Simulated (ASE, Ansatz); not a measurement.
# Energy and forces of twisted Zr2CO2 MXene alternating trilayer, 84.43° (1005 atoms)

Aim: energy and forces of twisted Zr2CO2 MXene alternating trilayer, 84.43° (1005 atoms) at a fixed geometry.

Method: Kohn-Sham DFT, r2SCAN+D4, PAW (set soft_2), localised support functions (medium), in Ansatz 0.2.0.

## Step 1: The starting structure

The cell holds 1005 atoms: 201 C, 402 Zr and 402 O. Its edges and angles: a = 27.093 Å, b = 27.094 Å, c = 31.490 Å, α = 90.0°, β = 90.0°, γ = 120.0°. It derives from Zr2CO2 (Zr2CO2 MXene). Zr2CO2 MXene (a = 3.31 Å) under Zr2CO2 MXene (a = 3.31 Å), alternating trilayer, commensurate cell of 67 unit cells a layer, twist 84.43 deg; facing planes 2.88, 2.81 Å apart; 12 Å of vacuum; layers as built, displaced by a Gaussian of 0.01 Å. Regions: layer 1, 335 atoms (67 C, 134 Zr and 134 O); layer 2, 335 atoms (67 C, 134 Zr and 134 O); layer 3, 335 atoms (67 C, 134 Zr and 134 O). Vacuum lies along c.

Limits known from the start: Beside vacuum, support functions can miss their usual error bounds without a warning.

## Step 2: Support functions medium

The electrons are solved once, with the atoms held.

Input file input.yaml:

```yaml
crystal:
  lattice:
    - [27.0935, 0.0, 0.0]
    - [-13.54675, 23.46366, 0.0]
    - [0.0, 0.0, 31.49]
  atoms:
    - { symbol: C, position: [0.01571, 0.56782, 0.26358] }
    - { symbol: Zr, position: [0.06971, 0.64672, 0.30723] }
    - { symbol: Zr, position: [0.09482, 0.59148, 0.22003] }
    - { symbol: O, position: [0.09439, 0.59219, 0.33654] }
    - { symbol: O, position: [0.06946, 0.64688, 0.1908] }
    - { symbol: C, position: [0.04491, 0.70222, 0.26311] }
    - { symbol: Zr, position: [0.10042, 0.7819, 0.30669] }
    - { symbol: Zr, position: [0.12447, 0.72661, 0.22023] }
    - { symbol: O, position: [0.12419, 0.72649, 0.33703] }
    - { symbol: O, position: [0.10041, 0.78121, 0.19015] }
    - { symbol: C, position: [0.07404, 0.83536, 0.26396] }
    - { symbol: Zr, position: [0.12846, 0.91499, 0.30735] }
    - { symbol: Zr, position: [0.15478, 0.86126, 0.22032] }
    - { symbol: O, position: [0.15446, 0.86102, 0.33663] }
    - { symbol: O, position: [0.1291, 0.9156, 0.1907] }
    - { symbol: C, position: [0.10402, 0.97085, 0.26299] }
    - { symbol: Zr, position: [0.15878, 0.04888, 0.3069] }
    - { symbol: Zr, position: [0.18441, 0.9953, 0.22002] }
    - { symbol: O, position: [0.18386, 0.99533, 0.3367] }
    - { symbol: O, position: [0.15928, 0.05051, 0.18973] }
    - { symbol: C, position: [0.99967, 0.00063, 0.26329] }
    - { symbol: Zr, position: [0.05451, 0.07989, 0.30758] }
    - { symbol: Zr, position: [0.07988, 0.02502, 0.21978] }
    - { symbol: O, position: [0.08018, 0.02582, 0.33631] }
    - { symbol: O, position: [0.05517, 0.07972, 0.19024] }
    - { symbol: C, position: [0.02902, 0.13399, 0.26405] }
    - { symbol: Zr, position: [0.08418, 0.21338, 0.30737] }
    - { symbol: Zr, position: [0.10944, 0.15952, 0.21979] }
    - { symbol: O, position: [0.10911, 0.15938, 0.33593] }
    - { symbol: O, position: [0.08465, 0.21373, 0.19053] }
    - { symbol: C, position: [0.05926, 0.26844, 0.26424] }
    - { symbol: Zr, position: [0.11439, 0.34748, 0.30747] }
    [... 967 atom lines left out ...]
    - { symbol: O, position: [0.00893, 0.37768, 0.6635] }
    - { symbol: C, position: [0.98522, 0.43219, 0.73671] }
    - { symbol: Zr, position: [0.04029, 0.51226, 0.77986] }
    - { symbol: Zr, position: [0.06425, 0.45753, 0.69282] }
    - { symbol: O, position: [0.06568, 0.45845, 0.80965] }
    - { symbol: O, position: [0.04006, 0.51254, 0.6637] }
kpoints:
  mp_grid: { grid: [3, 3, 1] }
hamiltonian:
  xc: r2scan
  dispersion: d4
scf:
  occupations: { method: fermi_dirac, width: 0.025 }
  eigensolver: { kind: { support_functions: { accuracy: medium } } }
  mixing: { beta: 0.2 }
  max_iter: 150
output:
  forces: true
  eigenvalues: true
```

The run is started by

```console
> ansatz run input.yaml --threads 32 --pin off --max-ram 143360MiB --backend cuda --events-out ev --progress --plain --runs-dir out
```

What it wrote:

```text
Warning: scf.eigensolver.kind.support_functions: disabling space-group detection — the functions' gradient is summed over unrotated k-points, so no spatial operation reduces the k-mesh or symmetrises the density; time reversal is kept, so that k and −k are solved as one point where they differ and the mesh holds both, and exact exchange and, on two spinor components, a DFT+U term hold to it where the run has them: [...]
settings of this run that can trade accuracy for cost: scf.eigensolver.kind.support_functions [...]
Engine: ansatz 0.2.0, aarch64-unknown-linux-gnu
Pseudopotentials: kind: paw
Pseudopotential: C, paw, valence charge 4, recommended cutoff 500 eV (meta_gga), C.paw.azcp
Pseudopotential: Zr, paw, valence charge 12, recommended cutoff 500 eV (meta_gga), Zr.paw.azcp
Pseudopotential: O, paw, valence charge 6, recommended cutoff 500 eV (meta_gga), O.paw.azcp
[... 6 lines on functional and potentials left out ...]
device memory: the entry about to start is reckoned to put 120.6 GiB on a device that reports 182.5 GiB free
GPU FFT provider: cuFFT
GPU libraries: cuBLAS 13.8.1, cuFFT 12.4.0, cuSOLVER 12.3.2
GPU matrix products: emulated (plane waves: as basis.precision tells), large ones in fixed point in workspaces of 1.00 GiB
Crystal: 1005 atoms, lattice volume = 20018.592 Å³
Basis set: ecut = 500 eV, 508195 PW (Γ), exchange–correlation on 720×720×864 points (27 copies of the dense FFT grid, shifted against one another)
Bands: 4824, of which v1, the nominal top of the filled ones, is band 4020 counted from 1 (4019 counted from 0)
Symmetry: 1 space group operations
k-points: 5 of 9 (time reversal used)
[... 10 lines on functional and potentials left out ...]
Initial density: superposition of atomic densities (neutral atoms: chi_scale 0, normalization atom)
Initial wavefunctions: pseudopotential atomic-orbital guess
GPU buffer pool allocated for 16588800 grid points (all kernels)
Functional: x = r2scan, c = r2scan; τ floored in thin density (d = 2e-4 eV/Å³)
SCF iter   1: F=—  HF=-1967729.238563 eV  |F-HF|=—  |Δ(HF+E_count)|=         —  Δρ=1.48e-1  dr2=5.41e3  dr2_τ=4.70e2  ethr=1.00e-1
preconditioner: auto → Resta (q_TF=auto, 2.343 Å⁻¹)  ε∞=7.1  [insulator: Δε(μ)=3.172 eV  Ē_g=18.051 eV  σ=0.025 eV  W_gap=1.00  n_scr=4396 (ndim 8)  ℏωp=22.3 eV  f_vac=0.295  D(μ)=0.00/eV (n_scr^D=0)  ε∞_Penn≈2.5  vacuum switching on, ρ_ref=5.9e-3 e/Å³]
SCF iter   2: F=—  HF=-1967371.933979 eV  |F-HF|=—  |Δ(HF+E_count)|=    3.57e2  Δρ=8.49e-2  dr2=2.18e3  dr2_τ=6.24e1  ethr=6.73e-2
SCF iter   3: F=—  HF=-1967173.051513 eV  |F-HF|=—  |Δ(HF+E_count)|=    1.99e2  Δρ=5.82e-2  dr2=1.10e3  dr2_τ=8.93e0  ethr=2.71e-2  κ⁻¹=1.0e0(r=1)
SCF iter   4: F=—  HF=-1967008.855888 eV  |F-HF|=—  |Δ(HF+E_count)|=    1.64e2  Δρ=2.72e-2  dr2=1.81e2  dr2_τ=1.38e0  ethr=1.37e-2  κ⁻¹=4.0e-3(r=2)
SCF iter   5: F=—  HF=-1967017.631201 eV  |F-HF|=—  |Δ(HF+E_count)|=    8.78e0  Δρ=2.22e-2  dr2=1.06e2  dr2_τ=1.42e-1  ethr=2.25e-3  κ⁻¹=2.0e-3(r=3)
SCF iter   6: F=—  HF=-1967017.664671 eV  |F-HF|=—  |Δ(HF+E_count)|=   3.35e-2  Δρ=9.31e-3  dr2=2.81e1  dr2_τ=8.88e-1  ethr=1.32e-3  κ⁻¹=3.1e-4(r=4)
SCF iter   7: F=—  HF=-1967017.377633 eV  |F-HF|=—  |Δ(HF+E_count)|=   2.87e-1  Δρ=5.60e-3  dr2=1.03e1  dr2_τ=8.29e-2  ethr=3.49e-4  κ⁻¹=2.5e-4(r=5)
SCF iter   8: F=—  HF=-1967017.805630 eV  |F-HF|=—  |Δ(HF+E_count)|=   4.28e-1  Δρ=3.31e-3  dr2=3.25e0  dr2_τ=1.23e-1  ethr=1.28e-4  κ⁻¹=6.1e-5(r=6)
SCF iter   9: F=—  HF=-1967018.396888 eV  |F-HF|=—  |Δ(HF+E_count)|=   5.91e-1  Δρ=3.12e-3  dr2=1.45e0  dr2_τ=2.86e-2  ethr=4.05e-5  κ⁻¹=2.9e-6(r=7)
SCF iter  10: F=—  HF=-1967019.032571 eV  |F-HF|=—  |Δ(HF+E_count)|=   6.36e-1  Δρ=1.13e-3  dr2=4.14e-1  dr2_τ=3.64e-2  ethr=1.81e-5  κ⁻¹=3.4e-6(r=7)
[...]
SCF iter  12: F=—  HF=-1967019.453373 eV  |F-HF|=—  |Δ(HF+E_count)|=   9.01e-2  Δρ=5.12e-4  dr2=4.59e-2  dr2_τ=7.04e-4  ethr=1.03e-6  κ⁻¹=6.8e-6(r=7)
SCF iter  13: F=—  HF=-1967019.553855 eV  |F-HF|=—  |Δ(HF+E_count)|=   1.00e-1  Δρ=1.60e-4  dr2=7.89e-3  dr2_τ=6.84e-4  ethr=5.71e-7  κ⁻¹=2.7e-5(r=7)
SCF iter  14: F=—  HF=-1967019.594500 eV  |F-HF|=—  |Δ(HF+E_count)|=   4.06e-2  Δρ=1.38e-4  dr2=2.71e-3  dr2_τ=4.42e-5  ethr=9.81e-8  κ⁻¹=2.0e-5(r=7)
SCF iter  15: F=—  HF=-1967019.619700 eV  |F-HF|=—  |Δ(HF+E_count)|=   2.52e-2  Δρ=8.62e-5  dr2=1.25e-3  dr2_τ=1.24e-4  ethr=3.37e-8  κ⁻¹=8.1e-6(r=7)
SCF iter  16: F=—  HF=-1967019.635137 eV  |F-HF|=—  |Δ(HF+E_count)|=   1.54e-2  Δρ=5.95e-5  dr2=4.94e-4  dr2_τ=3.40e-5  ethr=1.56e-8  κ⁻¹=2.1e-5(r=7)
SCF iter  17: F=—  HF=-1967019.648757 eV  |F-HF|=—  |Δ(HF+E_count)|=   1.36e-2  Δρ=4.00e-5  dr2=2.11e-4  dr2_τ=3.51e-5  ethr=6.15e-9  κ⁻¹=1.3e-4(r=7)
SCF iter  18: F=—  HF=-1967019.656845 eV  |F-HF|=—  |Δ(HF+E_count)|=   8.09e-3  Δρ=2.28e-5  dr2=7.42e-5  dr2_τ=1.61e-5  ethr=2.63e-9  κ⁻¹=3.5e-4(r=7)
SCF iter  19: F=—  HF=-1967019.662956 eV  |F-HF|=—  |Δ(HF+E_count)|=   6.11e-3  Δρ=1.48e-5  dr2=2.75e-5  dr2_τ=3.56e-6  ethr=9.23e-10  κ⁻¹=2.1e-4(r=7)
SCF iter  20: F=—  HF=-1967019.662934 eV  |F-HF|=—  |Δ(HF+E_count)|=   2.20e-5  Δρ=1.24e-5  dr2=1.90e-5  dr2_τ=2.61e-7  ethr=3.42e-10  κ⁻¹=1.9e-4(r=7)
SCF iter  21: F=-1967019.663228 eV  HF=-1967019.663185 eV  |F-HF|=4.25e-5  |Δ(HF+E_count)|=   2.52e-4  Δρ=5.62e-6  dr2=5.99e-6  dr2_τ=8.10e-7  ethr=2.36e-10
SCF 1 converged in 21 iterations: F = -1967019.766390 eV  dr2 = 5.99e-6
  greatest PAW one-centre occupation: 0.991 electrons in one spin orbital (limit 2), on the Zr atom at site 321 (counted from 0), in its partial waves of l = 1
SCF converged after 21 iterations
Stability not checked: this state was not tested for a lower state beside it, because the mixer in use, unlike msr1, does not test its closes by its own steps (another_mixer; see scf.mixing.algorithm and scf.lower_state_search)
Free energy (F): -1967019.766390 eV
Harris-Foulkes:  -1967019.766347 eV  (|F-HF|=4.25e-5)
Internal energy: -1967019.766390 eV  (E = F + TS)
E sigma→0 (E₀):  -1967019.766390 eV
Fermi energy:    6.447351 eV
--- Per-component energies (eV) ---
  E_band       = -91720.029554
  E_kinetic    = 223032.878413
  E_local      = -5012053.716324  (includes V_loc(G=0)·N_el)
  E_nonlocal   = 54757.438596
  E_softening  = -0.028535  (part of E_nonlocal)
  E_grid_corr  = -0.206407  (part of E_nonlocal)
  E_hartree    = 2411683.812506
  E_xc         = -102385.241293
  E_vxc        = -141497.904354  (∫ρ·V_xc dr)
  E_paw        = -1278246.324222  (= ΣΔE_a)
  E_vpaw       = -47791.600696  (= ΣTr[D̂ρ^β])
  E_aug_tail   = 0.421447  (compensation charges beyond the density's cutoff)
  E_vtau       = 8465.634972  (kinetic-family band-sum trace: ∫τ·v_τ [+ j·A + Jᵃ·Aᵃ] dr)
  E_ewald      = 1736340.235454
  E_disp       = -65.121893  (pairwise vdW)
  E_core_change = -84.045913  (= ΣΔE_core)
  E_smearing   = -0.000000  (= −TS)
  E_closure    = -0.000000  (closes the sum)
  E_support_correction = -0.103162  (second-order, or where that is not computed along the SCF)
  E_support_correction_error = 1.0e-2  (of E_support_correction; not in F)
  Σ components = -1967019.766390   (vs F -1967019.766390, Δ=0.00e0)
--- Forces (eV/Å), atoms counted from 1 ---
[... 1005 lines of forces left out ...]
  max |Σ_I F_I| component: 1.11e-2 eV/Å
--- Band table (eV; the first three rows and the last of 5) ---
```

Run time: 7.7 min. Hardware: 1 × NVIDIA GB200 with 32 threads of Arm Neoverse V2, shared host; peak memory 11 GiB; 9.8 min of CPU time.

That memory is the host's; the program planned up to 121 GiB on the GPU. Forces of this run were stored rounded, and per-atom blocks of the log weren't kept.

The program notes that the band table was not solved further than the SCF left it and it switched symmetry off.

Read from the output:

```yaml
free_energy: -1967019.7664 eV
free_energy_per_atom: -1957.2336 eV/atom
scf_cycles: 21
r_m_s_force_component: 0.413 eV/Å
longest_force: 1.464 eV/Å
fermi_energy: 6.447 eV
spacing_of_highest_filled_and_lowest_empty_level: 1.256 eV
```

Length of the force by element:

```
element  coordination  atoms  mean length of the force (eV/Å)  spread   least   most
      C           all    201                            0.258   0.110  0.0253  0.656
      O           all    402                            0.444   0.128   0.109  0.864
     Zr           all    402                            0.998   0.173   0.424   1.46
```

By region:

```
 region  atoms  mean length of the force (eV/Å)
layer 1    335                            0.651
layer 2    335                            0.642
layer 3    335                            0.593
```

The levels nearest the highest filled one (over half full), pooled over k-points and spins:

```
level less the highest filled one (eV)  occupation
                               -0.0454           2
                               -0.0405           2
                               -0.0389           2
                               -0.0333           2
                               -0.0041           2
                                     0           2
                                  1.26           0
                                  1.26           0
                                  1.26           0
                                  1.26           0
                                  1.27           0
                                  1.27           0
```

## Step 3: Local order

Bonds and neighbours are counted at the geometry of the runs.

Normalised to the volume that the atoms fill. Pair distribution functions g(r), in bins of 0.2 Å:

```
r (Å)  total   O-O  O-Zr   O-C  Zr-Zr   Zr-C    C-C
 2.00   0.12  0.00  0.38  0.00   0.00   0.00   0.00
 2.20   2.76  0.00  8.60  0.00   0.00   0.00   0.00
 2.40   2.35  0.00  0.00  0.00   0.00  14.70   0.00
 2.60   0.00  0.00  0.00  0.00   0.00   0.00   0.00
 2.80   0.02  0.12  0.00  0.00   0.00   0.00   0.00
 3.00   1.52  0.40  0.00  9.11   0.00   0.00   0.00
 3.20   0.79  2.21  0.00  0.00   1.78   0.00   3.67
 3.40   2.88  5.88  0.00  0.00   9.25   0.00  11.15
 3.60   0.37  0.33  0.99  0.00   0.00   0.00   0.00
 3.80   0.13  0.34  0.23  0.00   0.00   0.00   0.00
 4.00   1.77  0.32  2.91  0.00   0.00   4.92   0.00
 4.20   0.14  0.26  0.29  0.00   0.00   0.01   0.00
 4.40   0.78  0.26  0.27  4.08   0.00   0.00   0.00
 4.60   0.26  0.27  0.27  0.00   0.82   0.00   0.00
 4.80   0.33  0.27  0.24  0.00   1.28   0.00   0.00
 5.00   1.48  1.87  3.58  0.01   0.23   0.00   0.00
 5.20   2.13  0.22  3.30  0.35   0.23   5.92   0.00
 5.40   0.21  0.26  0.21  0.44   0.22   0.00   0.00
 5.60   1.06  0.22  0.22  5.71   0.23   0.00   0.05
 5.80   1.57  2.64  0.22  0.40   5.11   0.00   4.91
 6.00   0.38  1.37  0.19  0.41   0.19   0.06   0.00
 6.20   0.23  0.16  0.18  0.37   0.18   0.38   0.00
 6.40   0.25  0.19  0.21  0.38   0.19   0.38   0.00
 6.60   1.03  2.05  0.35  0.36   2.05   0.35   3.71
 6.80   1.11  1.90  2.09  0.35   0.18   0.35   0.00
 7.00   1.35  0.19  2.03  0.37   0.17   3.64   0.00
 7.20   0.76  0.17  0.34  3.39   0.15   0.33   0.00
 7.40   0.53  0.24  0.31  0.34   1.73   0.33   0.17
```

Bonds by pair of elements; cutoffs follow the first minimum of g(r), held within bounds set by covalent radii, and pairs that aren't listed don't count as bonded:

```
pair A-B  cutoff (Å)  bonds  mean length (Å)  spread (Å)  shortest (Å)  B about A  A about B
    O-Zr        2.82   1206             2.12       0.014          2.08          3          3
    Zr-C        2.81   1206             2.35       0.014          2.31          3          6
```

How many atoms have how many bonded neighbours:

```
element  mean    3    6
      C     6    0  201
      O     3  402    0
     Zr     6    0  402
```

Bond angles (no mean is given where the spread exceeds 20°):

```
  angle  count  mean (°)  spread (°)
 C-Zr-O   3618         -           -
Zr-C-Zr   3015         -           -
Zr-O-Zr   1206       102         0.6
 O-Zr-O   1206       102         0.6
 C-Zr-C   1206      89.5         0.5
```

For some of the pairs, g(r) has its first main peak near 3.31 Å (O-O), 2.13 Å (O-Zr), 2.99 Å (O-C), 3.32 Å (Zr-Zr), 2.35 Å (Zr-C) and 3.31 Å (C-C). With the cutoffs above, all C atoms have 6, all O atoms have 3 and all Zr atoms have 6 bonded neighbours.

Local excerpt of 8 atoms (numbers count through the whole input) about Zr137, which bears the longest force; x, y, z are measured from there.

```
 atom      x      y      z  distance (Å)  bonds     Fx     Fy  Fz (eV/Å)
Zr137   0.00   0.00   0.00          0.00      6  -0.44   0.52       1.30
 O139   1.41  -1.26   0.93          2.11      3  -0.05  -0.06      -0.36
 O144   0.40   1.87   0.96          2.14      3   0.07   0.16      -0.83
 O104  -1.83  -0.57   0.96          2.14      3  -0.01  -0.06      -0.63
 C136  -0.42  -1.84  -1.36          2.33      6   0.14  -0.19       0.12
 C181   1.81   0.60  -1.36          2.34      6   0.12  -0.04      -0.03
 C141  -1.42   1.30  -1.36          2.36      6   0.07   0.00      -0.04
Zr132   0.99  -3.13   0.02          3.28      6   0.26  -0.33       0.98
```

The column of bonds counts only the pairs O-Zr within 2.82 Å, Zr-C within 2.81 Å; other neighbours, such as metal atoms beside each other in a compound, aren't counted, and periodic images can show an atom twice.

## Step 4: Summary of results

```json
{
  "free energy per atom": "-1957.2336 eV/atom",
  "r.m.s. force component": "0.413 eV/Å",
  "gap (highest filled to lowest empty level)": "1.256 eV",
  "wall time of the 1 DFT run": "7.7 min"
}
```

**Reading.** Between filled and empty levels lie 1.26 eV (on the run's k-points); a semilocal functional tends to put such gaps too low. With the cutoffs above, all C atoms have 6, all O atoms have 3 and all Zr atoms have 6 bonded neighbours.

**Limits.** The geometry was built by rule, was displaced at random and isn't relaxed at this level: its force components are 0.41 eV/Å r.m.s.

[Logs are printed without paths, hosts, clocks, repeated set-up lines and the standing remarks that a program may print on its own settings, such as how far it seeks lower states.]

[Hosts, paths, dates, database ids (printed as entryN), source tags and the programs' standing remarks are cut or masked in the printed files.]
